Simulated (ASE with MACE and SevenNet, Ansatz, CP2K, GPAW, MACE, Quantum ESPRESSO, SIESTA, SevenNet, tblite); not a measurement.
# H-capped AlP nanocrystal (rod) (34 atoms) in machine-learned potentials

Aim: run H-capped AlP nanocrystal (rod) (34 atoms) in machine-learned potentials and see how near its forces come to a plane-wave reference, and at what cost.

Program: ASE with MACE and SevenNet. Level of theory: the method is named at each step. Results are calculated unless marked as measured.

## 1. Starting point

The cell holds 34 atoms: 6 P, 6 Al and 22 H. Cell: a = 15.829 Å, b = 15.829 Å, c = 21.292 Å, α = 90.0°, β = 90.0°, γ = 90.0°. It derives from AlP (zinc-blende). Rod of size parameter 3.1 Å cut from zinc-blende AlP (a = 5.463 Å), atoms with fewer than two neighbours dropped, broken bonds capped with H, 10 Å of vacuum. Then every atom was moved at random, 0.03 Å r.m.s. a Cartesian component (hydrogen 0.6 of that). Regions: crystal, 12 atoms (6 P and 6 Al); hydrogen, 22 atoms (22 H). Vacuum lies along a, b and c.

The yardstick, on the same geometry:

| Property | Result |
| --- | --- |
| method | Kohn-Sham DFT, PBE, SSSP efficiency 1.3.0 pseudopotentials, plane waves (Quantum ESPRESSO 7.5); sssp-pbe-1.3.0-efficiency, cutoffs 45/360 Ry, Γ point |
| r.m.s. force component | 0.8536 eV/Å |
| longest force | 3.87 eV/Å |
| gap (highest filled to lowest empty level) | 3.079 eV |
| time | 4.9 min on 4 MPI ranks of Arm Neoverse V2, shared host |
| CPU time | 20 min |

## 2. MACE MP-0b2 small potential

Method: machine-learned interatomic potential MACE MP-0b2 small, trained on PBE(+U) plane-wave data.

Input file run.py:

```python
import numpy as np
from ase.io import read
import mlip  # loads the published weights by name

atoms = read("structure.xyz")
atoms.calc = mlip.calc("mace-mp-0b2-small")
energy = atoms.get_potential_energy()
forces = atoms.get_forces()
print(f"energy {energy:.6f} eV")
print("forces (eV/A)")
for i, (a, f) in enumerate(zip(atoms, forces)):
    print(f"{i:4d} {a.symbol:2s} {f[0]:10.5f} {f[1]:10.5f} {f[2]:10.5f}")
```

Input file structure.xyz:

```xyz
34
Lattice="15.82930 0.00000 0.00000 0.00000 15.82930 0.00000 0.00000 0.00000 21.29230" Properties=species:S:1:pos:R:3 pbc="T T T"
P 5.82297 8.55574 8.60550
P 5.83721 8.54909 14.06655
P 8.51015 5.83705 8.65426
P 8.50524 5.83658 13.98798
P 8.49099 8.53231 5.78938
Al 7.17051 9.89300 7.26557
Al 9.93922 7.16656 7.24109
Al 7.19315 7.22703 9.95436
P 8.54576 8.53168 11.26895
Al 7.20835 9.86672 12.57097
Al 9.93890 7.21784 12.68063
Al 7.22497 7.14424 15.40349
H 4.96660 9.36446 9.39842
H 5.02232 7.71409 7.76019
H 4.94666 7.75018 13.19952
H 5.06886 9.32726 14.81965
H 7.75952 5.01377 7.75615
H 9.34103 4.95790 9.35605
H 9.40672 5.00649 14.84669
H 7.71346 4.99035 13.18419
H 7.73309 7.77852 5.04223
H 9.35654 9.36636 4.99517
H 8.11679 10.84766 8.09831
H 6.23579 10.82708 6.30359
H 10.82487 8.11473 8.13430
H 10.78482 6.27774 6.32701
H 6.24260 6.27695 10.87632
H 9.32124 9.39295 10.45324
H 8.11236 10.85510 13.56618
H 6.29800 10.85653 11.73121
H 10.88613 6.27078 11.74909
H 10.81743 8.05854 13.59045
H 6.30354 6.29056 16.28073
H 8.11426 8.09210 16.26157
```

The run is started by

```
$ OMP_NUM_THREADS=1 python run.py > output.txt
```

Output:

```text
energy -126.848796 eV
forces (eV/A)
   0 P    -0.39586   -0.39130   -0.07381
   1 P     0.66206   -1.73358   -2.28443
   2 P    -0.15882    0.08278   -0.81295
   3 P     1.24814   -1.10817    0.63031
   4 P     2.31476    1.89740    2.14204
   5 Al    0.11979    0.82773   -0.78994
   6 Al   -0.49245    0.63665    0.06637
   7 Al   -0.34156   -0.19542    0.42639
   8 P     0.46170    0.00125   -0.36214
   9 Al    0.05772    1.10180    1.16772
  10 Al    0.28215   -0.77600   -0.72066
  11 Al   -0.01174    0.56160    0.28948
  12 H    -0.26963   -0.02151    0.09930
  13 H    -0.06115    0.05709    0.15593
  14 H     0.44584    0.46454    0.60100
  15 H    -1.59727    1.43714    1.35110
  16 H    -0.09190   -0.05924    0.03981
  17 H     0.34697   -0.48567    0.42680
  18 H    -0.83934    0.48349   -0.83547
  19 H    -0.13091   -0.31180   -0.17128
  20 H    -1.88395   -1.94016   -2.10549
  21 H    -0.23962   -0.22739   -0.06755
  22 H     0.60444    0.18024    0.52680
  23 H    -0.32974   -0.14254   -0.22578
  24 H     0.22166    0.53244    0.45265
  25 H     0.51499   -0.93675   -0.85788
  26 H    -0.27650   -0.22877    0.07659
  27 H     0.17341    0.06327   -0.19439
  28 H     0.12904   -0.35848    0.04453
  29 H    -0.74103    0.20834   -0.62717
  30 H    -0.04788   -0.33165   -0.25830
  31 H     0.58784    1.02274    1.03020
  32 H    -0.94308   -0.95116    0.55559
  33 H     0.68191    0.64112    0.30460
```

Run time: 7.9 s. Hardware: 1 thread of Arm Neoverse V2, shared host; peak memory 0.65 GiB.

Banners, paths, timers and routine set-up lines are dropped from the logs unmarked, and long logs keep their key lines alone; longer cuts are marked.

Against the reference:

* r.m.s. force component: 0.7988 eV/Å
* r.m.s. difference of force components: 340.4 meV/Å
* longest difference of force vectors: 1178 meV/Å
* force difference over r.m.s. force: 39.87 %
* slope of forces against the reference's: 0.8583
* correlation of force components: 0.9173

Length of the force difference by element (eV/Å):

| element | atoms | mean | most |
| --- | --- | --- | --- |
| Al | 6 | 0.90 | 1.2 |
| H | 22 | 0.40 | 0.62 |
| P | 6 | 0.68 | 0.87 |

The surroundings of H23, picked at random, nearest first, numbered as they follow in the input and with coordinates relative to it.

| atom | x | y | z | distance (Å) | bonds | Fx | Fy | Fz (eV/Å) |
| --- | --- | --- | --- | --- | --- | --- | --- | --- |
| H23 | 0.00 | 0.00 | 0.00 | 0.00 | 1 | 0.60 | 0.18 | 0.53 |
| Al6 | -0.95 | -0.95 | -0.83 | 1.58 | 4 | 0.12 | 0.83 | -0.79 |
| H24 | -1.88 | -0.02 | -1.79 | 2.60 | 1 | -0.33 | -0.14 | -0.23 |
| H28 | 1.20 | -1.45 | 2.35 | 3.02 | 1 | 0.17 | 0.06 | -0.19 |
| P1 | -2.29 | -2.29 | 0.51 | 3.28 | 4 | -0.40 | -0.39 | -0.07 |
| P5 | 0.37 | -2.32 | -2.31 | 3.29 | 4 | 2.31 | 1.90 | 2.14 |
| H22 | 1.24 | -1.48 | -3.10 | 3.66 | 1 | -0.24 | -0.23 | -0.07 |
| H13 | -3.15 | -1.48 | 1.30 | 3.72 | 1 | -0.27 | -0.02 | 0.10 |
| H25 | 2.71 | -2.73 | 0.04 | 3.85 | 1 | 0.22 | 0.53 | 0.45 |
| P9 | 0.43 | -2.32 | 3.17 | 3.95 | 4 | 0.46 | 0.00 | -0.36 |
| H30 | -1.82 | 0.01 | 3.63 | 4.06 | 1 | -0.74 | 0.21 | -0.63 |
| Al8 | -0.92 | -3.62 | 1.86 | 4.17 | 4 | -0.34 | -0.20 | 0.43 |
| Al7 | 1.82 | -3.68 | -0.86 | 4.20 | 4 | -0.49 | 0.64 | 0.07 |

Atoms are counted from 1 here, from 0 in the log.

Forces lie 40 % from the reference's, at 0.0049 times its CPU time (on 1 against 4 cores).

## 3. SevenNet l3i5 potential

Method: machine-learned interatomic potential SevenNet l3i5, trained on PBE(+U) plane-wave data.

Changes to run.py since step 2:

```diff
@@ -5,3 +5,3 @@
 atoms = read("structure.xyz")
-atoms.calc = mlip.calc("mace-mp-0b2-small")
+atoms.calc = mlip.calc("7net-l3i5")
 energy = atoms.get_potential_energy()
```

structure.xyz is that of step 2.

Output:

```text
energy -126.571487 eV
forces (eV/A)
   0 P    -0.11970   -0.46494   -0.47553
   1 P     0.86072   -2.04666   -2.29940
   2 P    -0.17165    0.15560   -1.11295
   3 P     0.80766   -0.47003    0.41714
   4 P     1.86492    1.45675    2.15449
   5 Al   -0.17446    0.66806   -0.73598
   6 Al   -0.63138    0.58477    0.27050
   7 Al   -0.63240   -0.63890    0.56311
   8 P     0.26126   -0.10125   -0.00594
   9 Al    0.27359    1.09387    0.90988
  10 Al    0.01247   -1.00406   -1.09321
  11 Al    0.05186    0.30996   -0.32497
  12 H    -0.19927   -0.07790   -0.08710
  13 H    -0.06667    0.39636    0.46160
  14 H     0.40075    0.78259    0.87774
  15 H    -1.44600    1.17325    1.06435
  16 H     0.23286   -0.04869    0.43620
  17 H     0.14019   -0.38934    0.19923
  18 H    -0.88484    0.41597   -0.85760
  19 H     0.16124   -0.31873    0.13729
  20 H    -1.27933   -1.28382   -1.95369
  21 H    -0.52790   -0.43557   -0.02834
  22 H     0.49854    0.20028    0.51893
  23 H    -0.17279   -0.08061   -0.14474
  24 H     0.25875    0.57258    0.55086
  25 H     0.66588   -1.03688   -1.01098
  26 H    -0.02089    0.03522    0.21970
  27 H     0.13484    0.12854   -0.06416
  28 H    -0.09050   -0.37061   -0.09480
  29 H    -0.51309    0.15049   -0.57786
  30 H    -0.15014   -0.11558   -0.18414
  31 H     0.75434    1.00539    1.09419
  32 H    -1.02361   -0.97400    0.74101
  33 H     0.72475    0.72789    0.43518
```

Elapsed: 7.4 s, on 1 thread; peak memory 0.63 GiB.

Compared with the plane-wave run:

| Property | Result |
| --- | --- |
| r.m.s. force component | 0.7579 eV/Å |
| r.m.s. difference of force components | 312.3 meV/Å |
| longest difference of force vectors | 1248 meV/Å |
| force difference over r.m.s. force | 36.59 % |
| slope of forces against the reference's | 0.8272 |
| correlation of force components | 0.9317 |

Against the first run (40 %), the force difference from the reference is 37 %, at 1.2 times the CPU time.

The difference per atom is largest on Al (1.00 eV/Å on average, against 0.40 on P).

## 4. SevenNet 0 potential

Method: machine-learned interatomic potential SevenNet 0, trained on PBE(+U) plane-wave data.

Changes to run.py since step 3:

```diff
@@ -5,3 +5,3 @@
 atoms = read("structure.xyz")
-atoms.calc = mlip.calc("7net-l3i5")
+atoms.calc = mlip.calc("7net-0")
 energy = atoms.get_potential_energy()
```

structure.xyz is that of step 3.

Output:

```text
energy -126.919357 eV
forces (eV/A)
   0 P     0.02960   -0.37817   -0.06441
   1 P     1.01380   -2.13434   -2.50502
   2 P    -0.15418    0.32860   -0.77780
   3 P     1.01369   -0.31391    0.49376
   4 P     2.36090    1.99444    2.54075
   5 Al   -0.15642    1.18705   -1.01038
   6 Al   -0.19966    0.54628    0.05698
   7 Al   -0.87313   -0.87864    0.46674
   8 P     0.19527   -0.20132    0.00789
   9 Al    0.09527    1.67441    1.21461
  10 Al    0.46830   -1.01060   -0.98596
  11 Al   -0.14350    0.48545    0.17750
  12 H    -0.17245   -0.05999   -0.02095
  13 H    -0.04220    0.21927    0.25525
  14 H     0.58446    0.64846    0.80257
  15 H    -1.60395    1.43224    1.35004
  16 H     0.05835   -0.00545    0.21195
  17 H     0.22114   -0.37862    0.31811
  18 H    -0.74123    0.34985   -0.69450
  19 H    -0.08522   -0.33369   -0.08077
  20 H    -1.83470   -1.85516   -2.14036
  21 H    -0.39756   -0.34290    0.00109
  22 H     0.09172   -0.23110    0.19253
  23 H     0.24298   -0.44604    0.34352
  24 H    -0.09809    0.13609    0.15356
  25 H     0.32037   -0.54984   -0.46772
  26 H     0.50094    0.53711   -0.23434
  27 H     0.07930    0.02333   -0.16412
  28 H    -0.37341   -0.77438   -0.55858
  29 H    -0.01385   -0.34363   -0.17112
  30 H    -0.50398    0.34424    0.22668
  31 H     0.27481    0.64022    0.60695
  32 H    -0.51964   -0.56365    0.37046
  33 H     0.36225    0.25440    0.08508
```

Run time: 6.6 s. Hardware: 1 thread; peak memory 0.54 GiB.

Numbers from this run, and their distance from the reference:

```yaml
r_m_s_force_component: 0.8165 eV/Å
r_m_s_difference_of_force_components: 231.1 meV/Å
longest_difference_of_force_vectors: 775.3 meV/Å
force_difference_over_r_m_s_force: 27.07 %
slope_of_forces_against_the_reference_s: 0.9208
correlation_of_force_components: 0.9627
```

Against the first run (40 %), the force difference from the reference is 27 %, at 1.1 times the CPU time.

## 5. Relaxation (SevenNet 0 potential)

Method: machine-learned interatomic potential SevenNet 0, trained on PBE(+U) plane-wave data.

Input file run.py:

```python
import numpy as np
from ase.io import read
from ase.optimize import LBFGS
import mlip  # loads the published weights by name

atoms = read("structure.xyz")
atoms.calc = mlip.calc("7net-0")
opt = LBFGS(atoms, trajectory="path.traj")
done = opt.run(fmax=0.05, steps=300)
print("converged" if done else "step limit reached")
```

structure.xyz is that of step 4.

The run is started by

```
$ OMP_NUM_THREADS=2 python run.py > output.txt
```

Output:

```text
Step          Energy          fmax
LBFGS:    0     -126.919357        4.000884
LBFGS:    1     -127.529015        1.441442
LBFGS:    2     -127.699409        0.737027
LBFGS:    3     -127.776260        0.490114
LBFGS:    4     -127.843903        0.618023
LBFGS:    5     -127.940598        0.705412
LBFGS:    6     -128.002914        0.483362
LBFGS:    7     -128.034546        0.329414
LBFGS:    8     -128.051941        0.239911
LBFGS:    9     -128.061035        0.197290
LBFGS:   10     -128.067261        0.160844
LBFGS:   11     -128.072357        0.124049
LBFGS:   12     -128.076019        0.102334
LBFGS:   13     -128.078918        0.098171
LBFGS:   14     -128.081757        0.136029
LBFGS:   15     -128.085144        0.169737
LBFGS:   16     -128.089310        0.174300
LBFGS:   17     -128.093567        0.135959
LBFGS:   18     -128.096527        0.132362
LBFGS:   19     -128.098099        0.085447
LBFGS:   20     -128.099197        0.065270
LBFGS:   21     -128.100433        0.076641
LBFGS:   22     -128.101807        0.085974
LBFGS:   23     -128.102951        0.081264
[...]
LBFGS:   27     -128.106842        0.112114
LBFGS:   28     -128.108200        0.108231
LBFGS:   29     -128.109344        0.086515
LBFGS:   30     -128.110245        0.085256
LBFGS:   31     -128.111221        0.099351
LBFGS:   32     -128.112244        0.095678
LBFGS:   33     -128.113113        0.061143
LBFGS:   34     -128.113739        0.046035
converged
```

Run time: 11 s. Hardware: 2 threads; peak memory 0.6 GiB.

Relaxation path (22 of 35):

| step | energy less that of the first step (eV) | largest force (eV/Å) |
| --- | --- | --- |
| 0 | 0.0000 | 4.0009 |
| 2 | -0.7801 | 0.7370 |
| 3 | -0.8569 | 0.4901 |
| 5 | -1.0212 | 0.7054 |
| 6 | -1.0836 | 0.4834 |
| 8 | -1.1326 | 0.2399 |
| 10 | -1.1479 | 0.1608 |
| 11 | -1.1530 | 0.1240 |
| 13 | -1.1596 | 0.0982 |
| 15 | -1.1658 | 0.1697 |
| 16 | -1.1700 | 0.1743 |
| 18 | -1.1772 | 0.1324 |
| 19 | -1.1787 | 0.0854 |
| 21 | -1.1811 | 0.0766 |
| 23 | -1.1836 | 0.0813 |
| 24 | -1.1844 | 0.0674 |
| 26 | -1.1861 | 0.0863 |
| 28 | -1.1888 | 0.1082 |
| 29 | -1.1900 | 0.0865 |
| 31 | -1.1919 | 0.0994 |
| 32 | -1.1929 | 0.0957 |
| 34 | -1.1944 | 0.0460 |

The atoms that moved most (Å):

| atom | dx | dy | dz | length |
| --- | --- | --- | --- | --- |
| H19 | -0.125 | -0.135 | -0.118 | 0.218 |
| H27 | 0.086 | 0.046 | 0.185 | 0.210 |
| Al6 | 0.015 | 0.192 | -0.049 | 0.199 |
| H28 | -0.035 | -0.133 | -0.137 | 0.194 |
| H31 | -0.104 | -0.005 | -0.158 | 0.189 |
| H30 | -0.040 | -0.104 | -0.142 | 0.180 |
| Al12 | -0.038 | 0.022 | 0.175 | 0.180 |
| H16 | -0.163 | -0.041 | -0.061 | 0.179 |

The relaxed structure:

```xyz
34
Lattice="15.8293 0.0000 0.0000 0.0000 15.8293 0.0000 0.0000 0.0000 21.2923" Properties=species:S:1:pos:R:3
P     5.8497    8.5616    8.5865
P     5.9046    8.5606   14.0331
P     8.5443    5.8505    8.5821
P     8.5670    5.8893   14.0186
P     8.5559    8.5692    5.9176
Al    7.1856   10.0852    7.2162
Al   10.0698    7.1973    7.2134
Al    7.1339    7.1330    9.9754
P     8.5279    8.5185   11.2707
Al    7.2193   10.0258   12.5965
Al   10.0325    7.2152   12.5980
Al    7.1868    7.1659   15.5781
H     4.9527    9.2959    9.4169
H     4.9357    7.8053    7.7923
H     5.0779    7.7201   13.2349
H     4.9061    9.2863   14.7588
H     7.7754    4.9448    7.7909
H     9.2823    4.9511    9.4063
H     9.2820    4.8719   14.7283
H     7.7150    5.0799   13.2142
H     7.7410    7.7475    5.0812
H     9.2905    9.3037    4.9315
H     8.1293   10.8453    8.2305
H     6.2127   10.8589    6.2363
H    10.8151    8.1475    8.2316
H    10.8535    6.2303    6.2374
H     6.3289    6.3233   11.0616
H     9.2859    9.2603   10.3161
H     8.1793   10.8453   13.5419
H     6.2576   10.7524   11.5896
H    10.7817    6.2660   11.5915
H    10.8326    8.1833   13.5500
H     6.1916    6.1755   16.3073
H     8.1564    8.1222   16.3831
```

First to last step the energy falls by 1.194 eV; the largest move, 0.22 Å, is that of H19.

## 6. Local order at the end (SevenNet 0 potential)

Normalised to the volume that the atoms fill. Pair distribution functions g(r), in bins of 0.2 Å:

| r (Å) | total | H-H | H-Al | H-P | Al-Al | Al-P | P-P |
| --- | --- | --- | --- | --- | --- | --- | --- |
| 1.40 | 3.19 | 0.00 | 0.00 | 13.95 | 0.00 | 0.00 | 0.00 |
| 1.60 | 2.60 | 0.00 | 11.40 | 0.00 | 0.00 | 0.00 | 0.00 |
| 1.80 | 0.00 | 0.00 | 0.00 | 0.00 | 0.00 | 0.00 | 0.00 |
| 2.00 | 0.00 | 0.00 | 0.00 | 0.00 | 0.00 | 0.00 | 0.00 |
| 2.20 | 0.60 | 1.44 | 0.00 | 0.00 | 0.00 | 0.00 | 0.00 |
| 2.40 | 1.31 | 0.00 | 0.00 | 0.00 | 0.00 | 21.10 | 0.00 |
| 2.60 | 0.00 | 0.00 | 0.00 | 0.00 | 0.00 | 0.00 | 0.00 |
| 2.80 | 0.68 | 1.61 | 0.00 | 0.00 | 0.00 | 0.00 | 0.00 |
| 3.00 | 0.20 | 0.32 | 0.28 | 0.00 | 0.00 | 0.00 | 0.00 |
| 3.20 | 2.09 | 0.00 | 5.49 | 3.65 | 0.00 | 0.00 | 0.00 |
| 3.40 | 0.42 | 0.00 | 0.00 | 1.85 | 0.00 | 0.00 | 0.00 |
| 3.60 | 0.62 | 1.48 | 0.00 | 0.00 | 0.00 | 0.00 | 0.00 |
| 3.80 | 1.79 | 2.45 | 0.69 | 1.26 | 0.00 | 0.00 | 10.43 |
| 4.00 | 0.77 | 0.27 | 0.64 | 1.27 | 7.11 | 0.00 | 0.00 |
| 4.20 | 0.64 | 0.24 | 1.31 | 0.74 | 2.22 | 0.00 | 0.00 |
| 4.40 | 0.57 | 0.85 | 0.41 | 0.00 | 0.00 | 1.89 | 0.00 |
| 4.60 | 0.37 | 0.00 | 0.62 | 0.13 | 0.00 | 3.16 | 0.00 |
| 4.80 | 0.13 | 0.00 | 0.00 | 0.45 | 0.00 | 0.42 | 0.00 |
| 5.00 | 0.58 | 0.23 | 0.31 | 1.82 | 0.00 | 0.00 | 0.00 |
| 5.20 | 0.26 | 0.26 | 0.56 | 0.10 | 0.00 | 0.00 | 0.00 |
| 5.40 | 0.77 | 1.11 | 0.88 | 0.00 | 1.30 | 0.00 | 1.94 |
| 5.60 | 0.15 | 0.22 | 0.16 | 0.00 | 0.59 | 0.00 | 0.00 |
| 5.80 | 0.19 | 0.34 | 0.23 | 0.00 | 0.00 | 0.00 | 0.00 |
| 6.00 | 0.43 | 0.20 | 0.51 | 0.86 | 0.00 | 0.54 | 0.00 |
| 6.20 | 0.27 | 0.47 | 0.00 | 0.33 | 0.00 | 0.00 | 0.00 |
| 6.40 | 0.24 | 0.21 | 0.44 | 0.25 | 0.00 | 0.00 | 0.00 |
| 6.60 | 0.23 | 0.35 | 0.06 | 0.18 | 0.00 | 0.00 | 0.86 |
| 6.80 | 0.14 | 0.03 | 0.33 | 0.11 | 0.83 | 0.00 | 0.00 |

Bonds by pair of elements; cutoffs follow the first minimum of g(r), held within bounds set by covalent radii, and pairs that aren't listed don't count as bonded:

| pair A-B | cutoff (Å) | bonds | mean length (Å) | spread (Å) | shortest (Å) | B about A | A about B |
| --- | --- | --- | --- | --- | --- | --- | --- |
| H-Al | 1.98 | 11 | 1.58 | 0.004 | 1.57 | 0.5 | 1.83 |
| H-P | 1.73 | 11 | 1.43 | 0.003 | 1.42 | 0.5 | 1.83 |
| Al-P | 2.88 | 13 | 2.41 | 0.033 | 2.35 | 2.17 | 2.17 |

How many atoms have how many bonded neighbours:

| element | mean | 1 | 4 |
| --- | --- | --- | --- |
| Al | 4 | 0 | 6 |
| H | 1 | 22 | 0 |
| P | 4 | 0 | 6 |

## 7. Side by side

Differences are against the plane-wave reference, forces as r.m.s. over components; share is that over the reference's r.m.s. force, slope the least-squares factor from reference forces to these. Total energies of different programs have different zeros and aren't compared.

| run | Δ force, r.m.s. (meV/Å) | share (%) | slope | cores | CPU time | memory (GiB) |
| --- | --- | --- | --- | --- | --- | --- |
| reference | - | - | - | 4 | 20 min | 7.7 |
| MACE MP-0b2 small potential | 340 | 39.9 | 0.858 | 1 | 5.8 s | 0.65 |
| SevenNet l3i5 potential | 312 | 36.6 | 0.827 | 1 | 6.9 s | 0.63 |
| SevenNet 0 potential | 231 | 27.1 | 0.921 | 1 | 6.1 s | 0.54 |

Times of the machine-learned potentials are mostly Python's start and the loading of weights.

CPU time is summed over cores on a shared host, where runs went side by side, so it is rough. Symmetry, cutoffs, thresholds, outputs and thread counts weren't matched or tuned between programs; memory under MPI is the largest rank's times the ranks.

## 8. Summary of results

| Quantity | Value |
| --- | --- |
| nearest in forces | SevenNet 0 potential, 27 % |
| its CPU time | 6.1 s |
| energy change in the relaxation (SevenNet 0 potential) | -35.13 meV/atom |
| r.m.s. displacement (SevenNet 0 potential) | 0.1341 Å |

Machine-learned potentials differ by 27 % (SevenNet 0 potential) to 40 % (MACE MP-0b2 small potential); they were trained on other programs' data. Among those trained on PBE data the slope goes as low as 0.83: softened forces are a known trait of such potentials far from the near-equilibrium structures that fill their training sets. The relaxation (SevenNet 0 potential): first to last step the energy falls by 1.194 eV; the largest move, 0.22 Å, is that of H19. Caps of real hydrogen don't mimic the fractional bonds of a polar compound, so surface states and strained caps may belong to the model.

[Also dropped from logs without a mark: logging warnings of Python, and SIESTA's first energy breakdown and zero terms.]

[Logs are printed without paths, hosts, clocks, repeated set-up lines and the standing remarks that a program may print on its own settings, such as how far it seeks lower states.]

[Hosts, paths, dates, database ids (printed as entryN), source tags and the programs' standing remarks are cut or masked in the printed files.]
